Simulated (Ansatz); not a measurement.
**Mg on Al(100): change of the work function**

Aim: the work function of Al(100) at several coverages of Mg (hollow site), and the dipole that each adsorbate carries.

Method: plane-wave DFT, PBE, Ansatz PAW, in Ansatz 0.2.0.

**1. The starting structure**

The cell holds 4 atoms: 4 Al. Cell: a = 2.864 Å, b = 2.864 Å, c = 24.075 Å, α = 90.0°, β = 90.0°, γ = 90.0°. Vacuum lies along c.

**2. The clean slab**

The bare slab comes first, as the zero from which every change is counted. The two lowest layers are held at bulk places and the upper ones relax. The dipole correction removes the false field that a one-sided slab makes across the periodic vacuum, so each face gets a flat vacuum level of its own.

Contents of input.yaml:

```yaml
crystal:
  lattice:
    - [2.8637824638, 0.0, 0.0]
    - [0.0, 2.8637824638, 0.0]
    - [0.0, 0.0, 24.075]
  atoms:
    - { symbol: Al, position: [0.5, 0.5, 0.3738317757] }
    - { symbol: Al, position: [0.0, 0.0, 0.4579439252] }
    - { symbol: Al, position: [0.5, 0.5, 0.5420560748] }
    - { symbol: Al, position: [0.0, 0.0, 0.6261682243] }
kpoints:
  mp_grid: { grid: [12, 12, 1] }
hamiltonian:
  xc: pbe
scf:
  occupations: { method: fermi_dirac, width: 0.1 }
  convergence: { dr2_threshold: 1.0e-08 }
efield:
  axis: 3
  dipole_correction: true
  ramp_position: 0.97
  ramp_width: 0.06
relax:
  f_tol: 0.02
  max_steps: 60
  constraints: [{ sites: [0, 1] }]
output:
  write_potential: true
  write_density: true
  volumetric_format: npy
```

Started as:

```console
$ ansatz run input.yaml --threads 2 --pin off --max-ram 4096MiB --backend cpu --events-out ev --progress --plain --runs-dir out
```

What it wrote:

```text
Engine: ansatz 0.2.0, aarch64-unknown-linux-gnu
Pseudopotentials: kind: paw
Pseudopotential: Al, paw, valence charge 3, recommended cutoff 420 eV (normal), Al.paw.azcp
Functional definition: PBE
  parameter kappa = 0.804
  parameter beta = 0.066725
  exchange = pbe_x(kappa = kappa, mu = beta*pi^2/3)
  correlation = pbe_c(beta = beta)
Crystal: 4 atoms, lattice volume = 197.445 Å³
Basis set: ecut = 420 eV, 3877 PW (Γ), exchange–correlation on 40×40×324 points (8 copies of the dense FFT grid, shifted against one another)
Bands: 10, of which v1, the nominal top of the filled ones, is band 6 counted from 1 (5 counted from 0)
Symmetry: 8 space group operations
k-points: 28 of 144
Non-local potential: Al, projectors of the file, l = 0: 2, l = 1: 2, l = 2: 1
PAW form: soft (Blöchl's): semilocal exchange-correlation on the pseudo side does not see the compensation charge
PAW one-centre angular grid: Al, 110 points (default); XC on 64 Gauss nodes
Initial density: superposition of atomic densities (neutral atoms: chi_scale 0, normalization atom), corrected by the library's trained network
Initial wavefunctions: pseudopotential atomic-orbital guess
Functional: x = pbe(κ = 0.804, μ = 0.219515), c = pbe(β = 0.066725)
SCF iter   1: F=—  HF=-2149.073312 eV  |F-HF|=—  |Δ(HF+E_count)|=         —  Δρ=1.35e-3  dr2=4.43e-2  ethr=1.77e-3  p=0.000 e·Å  D=4.85e-14 V/Å  ΔV_dip=-0.00 eV  dr2_dipole=8.88e-8  V_vac-E_F(+/−)=4.19/4.19 eV  ⟨swp⟩=7.7  Hψ=2497  notcnv=0
efield: sawtooth ramp at fractional position 0.9700 (set: `efield.ramp_position`, or a place that a band, a saddle search or an elastic batch's reference lends), width 0.0600; the density the first Hamiltonian is built on has a dipole p = 0.000 e·Å; the dipole correction subtracts the counter field D = 4.85e-14 V/Å, which shifts the + side's vacuum level by -0.00 eV against the − side's; the planar-averaged density in the ramp window peaks in size at 7.4e-6 e/Å³
preconditioner: auto → LDOS  [metal: Δε(μ)=0.111 eV  Ē_g=6.245 eV  σ=0.100 eV  W_gap=0.27  n_scr=12 (ndim 8)  ℏωp=9.2 eV  f_vac=0.539  D(μ)=1.77/eV (n_scr^D=8)  β→1.0]
SCF iter   2: F=—  HF=-2149.069339 eV  |F-HF|=—  |Δ(HF+E_count)|=   3.97e-3  Δρ=3.72e-4  dr2=2.51e-4  ethr=3.69e-4  p=-0.000 e·Å  D=-1.60e-6 V/Å  ΔV_dip=0.00 eV  dr2_dipole=1.12e-7  V_vac-E_F(+/−)=4.30/4.30 eV  ⟨swp⟩=1.2  Hψ=520  notcnv=0
SCF iter   3: F=—  HF=-2149.069584 eV  |F-HF|=—  |Δ(HF+E_count)|=   2.45e-4  Δρ=6.51e-5  dr2=6.56e-5  ethr=2.09e-6  p=0.000 e·Å  D=1.17e-6 V/Å  ΔV_dip=-0.00 eV  dr2_dipole=1.44e-9  V_vac-E_F(+/−)=4.30/4.30 eV  ⟨swp⟩=2.6  Hψ=554  notcnv=0
SCF iter   4: F=—  HF=-2149.069765 eV  |F-HF|=—  |Δ(HF+E_count)|=   1.81e-4  Δρ=1.90e-5  dr2=7.49e-6  ethr=5.47e-7  p=0.000 e·Å  D=1.08e-6 V/Å  ΔV_dip=-0.00 eV  dr2_dipole=3.03e-11  V_vac-E_F(+/−)=4.30/4.30 eV  ⟨swp⟩=1.5  Hψ=319  notcnv=0
SCF iter   5: F=—  HF=-2149.069768 eV  |F-HF|=—  |Δ(HF+E_count)|=   2.21e-6  Δρ=2.85e-6  dr2=1.76e-8  ethr=6.24e-8  p=0.000 e·Å  D=1.02e-7 V/Å  ΔV_dip=-0.00 eV  dr2_dipole=2.53e-10  V_vac-E_F(+/−)=4.30/4.30 eV  ⟨swp⟩=2.1  Hψ=349  notcnv=0
SCF iter   6: F=-2149.069768 eV  HF=-2149.069768 eV  |F-HF|=2.17e-9  |Δ(HF+E_count)|=   1.32e-7  Δρ=9.95e-7  dr2=8.50e-9  ethr=8.33e-11  p=0.000 e·Å  D=2.78e-7 V/Å  ΔV_dip=-0.00 eV  dr2_dipole=9.34e-11  V_vac-E_F(+/−)=4.30/4.30 eV  ⟨swp⟩=10.3  Hψ=2053  notcnv=0
SCF 1 converged in 6 iterations: F = -2149.069768 eV  dr2 = 8.50e-9
  greatest PAW one-centre occupation: 0.476 electrons in one spin orbital (limit 2), on the Al atom at site 0 (counted from 0), in its partial waves of l = 0
relax step   1: F+E_penalty+E_count = -2149.06976777 eV  Δ(F+E_penalty+E_count) = +0.000e0 eV  max|allowed force component| = 8.598e-2 eV/Å  Δτ_max = 0.0000 Å  (6 SCF iters, accepted)
Initial density: handed on by an earlier stage of this run
Initial wavefunctions: those handed on with the density
iter 1 solved again at ethr=3.58e-5 eV; its pass at ethr=3.10e-3 eV (dr2=4.30e-3 eV) is discarded
SCF iter   1: F=—  HF=-2149.070734 eV  |F-HF|=—  |Δ(HF+E_count)|=         —  Δρ=3.87e-4  dr2=4.25e-3  ethr=3.58e-5  p=0.000 e·Å  D=2.79e-7 V/Å  ΔV_dip=-0.00 eV  dr2_dipole=8.48e-4  V_vac-E_F(+/−)=4.30/4.30 eV  ⟨swp⟩=1.1  Hψ=1337  notcnv=0
efield: sawtooth ramp at fractional position 0.9700 (set: `efield.ramp_position`, or a place that a band, a saddle search or an elastic batch's reference lends), width 0.0600; the density the first Hamiltonian is built on has a dipole p = 0.000 e·Å; the dipole correction subtracts the counter field D = 2.79e-7 V/Å, which shifts the + side's vacuum level by -0.00 eV against the − side's; the planar-averaged density in the ramp window peaks in size at 1.1e-7 e/Å³
preconditioner: auto → LDOS  [metal: Δε(μ)=0.091 eV  Ē_g=6.216 eV  σ=0.100 eV  W_gap=0.22  n_scr=12 (ndim 8)  ℏωp=9.2 eV  f_vac=0.537  D(μ)=1.89/eV (n_scr^D=10)  β→1.0]
SCF iter   2: F=—  HF=-2149.070368 eV  |F-HF|=—  |Δ(HF+E_count)|=   3.66e-4  Δρ=2.37e-4  dr2=6.53e-4  ethr=3.54e-5  p=0.000 e·Å  D=5.37e-5 V/Å  ΔV_dip=-0.00 eV  dr2_dipole=5.89e-5  V_vac-E_F(+/−)=4.30/4.30 eV  ⟨swp⟩=2.3  Hψ=395  notcnv=0
SCF iter   3: F=—  HF=-2149.070334 eV  |F-HF|=—  |Δ(HF+E_count)|=   3.37e-5  Δρ=4.24e-5  dr2=3.63e-5  ethr=5.44e-6  p=0.000 e·Å  D=3.76e-4 V/Å  ΔV_dip=-0.01 eV  dr2_dipole=5.08e-6  V_vac-E_F(+/−)=4.29/4.30 eV  ⟨swp⟩=2.6  Hψ=441  notcnv=0
SCF iter   4: F=—  HF=-2149.070508 eV  |F-HF|=—  |Δ(HF+E_count)|=   1.74e-4  Δρ=8.66e-6  dr2=3.60e-7  ethr=3.03e-7  p=0.000 e·Å  D=3.71e-4 V/Å  ΔV_dip=-0.01 eV  dr2_dipole=7.84e-10  V_vac-E_F(+/−)=4.29/4.30 eV  ⟨swp⟩=1.8  Hψ=407  notcnv=0
SCF iter   5: F=—  HF=-2149.070509 eV  |F-HF|=—  |Δ(HF+E_count)|=   2.68e-7  Δρ=2.82e-6  dr2=1.69e-8  ethr=3.00e-9  p=0.000 e·Å  D=3.75e-4 V/Å  ΔV_dip=-0.01 eV  dr2_dipole=8.23e-10  V_vac-E_F(+/−)=4.29/4.30 eV  ⟨swp⟩=2.5  Hψ=523  notcnv=0
SCF iter   6: F=-2149.070509 eV  HF=-2149.070509 eV  |F-HF|=3.51e-9  |Δ(HF+E_count)|=   4.54e-8  Δρ=6.32e-7  dr2=1.37e-9  ethr=8.33e-11  p=0.000 e·Å  D=3.78e-4 V/Å  ΔV_dip=-0.01 eV  dr2_dipole=1.04e-10  V_vac-E_F(+/−)=4.29/4.30 eV  ⟨swp⟩=9.2  Hψ=1838  notcnv=0
SCF 2 converged in 6 iterations: F = -2149.070509 eV  dr2 = 1.37e-9
  greatest PAW one-centre occupation: 0.477 electrons in one spin orbital (limit 2), on the Al atom at site 3 (counted from 0), in its partial waves of l = 0
relax step   2: F+E_penalty+E_count = -2149.07050878 eV  Δ(F+E_penalty+E_count) = -7.410e-4 eV  max|allowed force component| = 1.989e-2 eV/Å  Δτ_max = 0.0157 Å  (6 SCF iters, accepted)
NSCF: frozen V_eff on 28 k-points
the search or the solves at the SCF's close seem to have found levels that the self-consistency loop had missed (the run counts 1). By its estimate they hold under 1e-12 electrons; where the run keeps them, the occupations were computed again with them
WARN: The output density's exchange-correlation potential varies sharply where the density is thin. Do not read a vacuum level from v_tot or v_xc, or from such a field of the output density. On a cell that repeats whose density bears no net charge and no dipole along the vacuum's axis use v_es (v_loc + v_h of the components); under efield.dipole_correction with no amplitude use v_es + v_field, which holds any externa [...]
SCF converged after 6 iterations
Free energy (F): -2149.070509 eV
Harris-Foulkes:  -2149.070509 eV  (|F-HF|=3.51e-9)
Internal energy: -2149.011085 eV  (E = F + TS)
E sigma→0 (E₀):  -2149.040797 eV
Entropy (-TS):   -0.059424 eV (-14.856 meV/atom)
Fermi energy:    -0.147918 eV
Dipole field:    D = 0.000364 V/Å  (p = 0.000397 e·Å, saw-weighted, corrected)
Work function:   Φ+ = 4.2929 eV   Φ− = 4.3016 eV
Levels:          The Fermi level and band energies are counted from a zero that moves with the ramp; work functions are not
--- Per-component energies (eV) ---
  E_band       = -50.329324
  E_kinetic    = 85.713780
  E_local      = -2761.718043  (includes V_loc(G=0)·N_el)
  E_nonlocal   = 41.955323
  E_hartree    = 1354.964325
  E_xc         = -155.889557
  E_vxc        = -111.721352  (∫ρ·V_xc dr)
  E_paw        = -1869.136310  (= ΣΔE_a)
  E_vpaw       = -14.488216  (= ΣTr[D̂ρ^β])
  E_aug_tail   = -0.000009  (compensation charges beyond the density's cutoff)
  E_efield     = 0.000000  (sawtooth field / dipole correction)
  E_vefield    = 0.000005  (∫n·V_field dr)
  E_ewald      = 1155.099405
  E_smearing   = -0.059424  (= −TS)
  E_closure    = -0.000000  (closes the sum)
  Σ components = -2149.070509   (vs F -2149.070509, Δ=0.00e0)
--- Forces (eV/Å), atoms counted from 1 ---
  atom   1  Al     0.00000000     0.00000000    -0.04353659
  atom   2  Al     0.00000000     0.00000000     0.03675531
  atom   3  Al    -0.00000000     0.00000000     0.01989361
  atom   4  Al     0.00000000     0.00000000    -0.01311337
  max |Σ_I F_I| component: 1.04e-6 eV/Å
--- Band table (eV; the first three rows and the last of 28) ---
  k-point 0: bands = ["-10.7344", "-9.3519", "-7.2434", "-4.4197", "-2.1006", "1.3274", "3.2832", "4.1394", "4.3751", "5.5434"]
  k-point 1: bands = ["-10.6095", "-9.2280", "-7.1208", "-4.2979", "-1.9846", "1.4396", "3.4047", "3.5200", "4.2685", "4.4924"]
  k-point 2: bands = ["-10.2356", "-8.8569", "-6.7537", "-3.9335", "-1.6377", "1.1533", "1.8770", "2.5034", "3.7893", "4.4870"]
  k-point 27: bands = ["-2.5943", "-2.5943", "-1.3140", "-1.3140", "-1.2842", "-1.2630", "0.1501", "0.1695", "0.6486", "0.6486"]
--- Relaxed structure (2 steps of the walk, 2 accepted, 0 SCFs on fresh bases) ---
  F+E_penalty+E_count = -2149.07050878 eV   max|allowed force component| = 1.989e-2 eV/Å
  atoms:
    - { symbol: Al, position: [0.5, 0.5, 0.373832] }
    - { symbol: Al, position: [0.0, 0.0, 0.457944] }
    - { symbol: Al, position: [0.5, 0.5, 0.541405] }
    - { symbol: Al, position: [0, 0.0, 0.626621] }
```

Elapsed: 6.2 s, on 2 threads of Arm Neoverse V1, shared host; peak memory 0.37 GiB; 12 s of CPU time.

The column dr2 measures how far the density is from self-consistency, as an energy; F and HF (Harris–Foulkes) agree once it is small.

Relaxation path:

| step | energy less that of the first step (eV) | largest force component (eV/Å) |
| --- | --- | --- |
| 1 | 0.0000 | 0.0860 |
| 2 | -0.0007 | 0.0199 |

Forces are held to the 8 operations that the program found; a distortion that breaks them can't arise in this run.

The atoms that moved most (Å):

```csv
atom,dx,dy,dz,length
Al3,0.000,0.000,-0.016,0.016
Al4,0.000,0.000,0.011,0.011
```

Final coordinates:

```xyz
4
Lattice="2.8638 0.0000 0.0000 0.0000 2.8638 0.0000 0.0000 0.0000 24.0750" Properties=species:S:1:pos:R:3
Al    1.4319    1.4319    9.0000
Al    0.0000    0.0000   11.0250
Al    1.4319    1.4319   13.0343
Al    0.0000    0.0000   15.0859
```

Read from the output:

| Quantity | Value |
| --- | --- |
| energy at zero smearing | -2149.0408 eV |
| work function, upper face | 4.293 eV |
| dipole along the normal | 3.97e-4 e·Å |

Running mean over 2.025 Å of the planar mean; the ramp of the sawtooth is left out. Table of electron's electrostatic potential energy less the Fermi level by z:

```
z (Å)  electron's electrostatic potential energy less the Fermi level (eV)
  3.0                                                                 4.30
  3.5                                                                 4.30
  4.0                                                                 4.30
  4.5                                                                 4.30
  5.0                                                                 4.30
  5.5                                                                 4.28
  6.0                                                                 4.23
  6.5                                                                 4.06
  7.0                                                                 3.50
  7.5                                                                 1.87
  8.0                                                               -0.524
  8.5                                                                -2.83
  9.0                                                                -4.18
  9.5                                                                -4.50
 10.0                                                                -4.56
 10.5                                                                -4.57
 11.0                                                                -4.58
 11.5                                                                -4.61
 12.0                                                                -4.62
 12.5                                                                -4.61
 13.0                                                                -4.56
 13.5                                                                -4.49
 14.0                                                                -4.45
 14.5                                                                -4.42
 15.0                                                                -4.25
 15.5                                                                -3.15
 16.0                                                               -0.942
 16.5                                                                 1.48
 17.0                                                                 3.30
 17.5                                                                 4.00
 18.0                                                                 4.21
 18.5                                                                 4.27
 19.0                                                                 4.29
 19.5                                                                 4.29
 20.0                                                                 4.29
 20.5                                                                 4.29
 21.0                                                                 4.29
```

The relaxation took 2 steps and lowered the energy by 7.4e-4 eV; the largest force on the free atoms ends at 0.020 eV/Å.

The work function of the upper face is 4.29 eV.

[end of part 1 of 4]

[Long decimals in the printed logs are rounded to 6 places.]

[Logs are printed without paths, hosts, clocks, repeated set-up lines and the standing remarks that a program may print on its own settings, such as how far it seeks lower states.]

[Hosts, paths, dates, database ids (printed as entryN), source tags and the programs' standing remarks are cut or masked in the printed files.]

[Maps of the electrostatic potential energy from Ansatz leave out the sawtooth potential of an applied field or a dipole correction, so their vacuum need not be flat; planar profiles and work functions include it.]
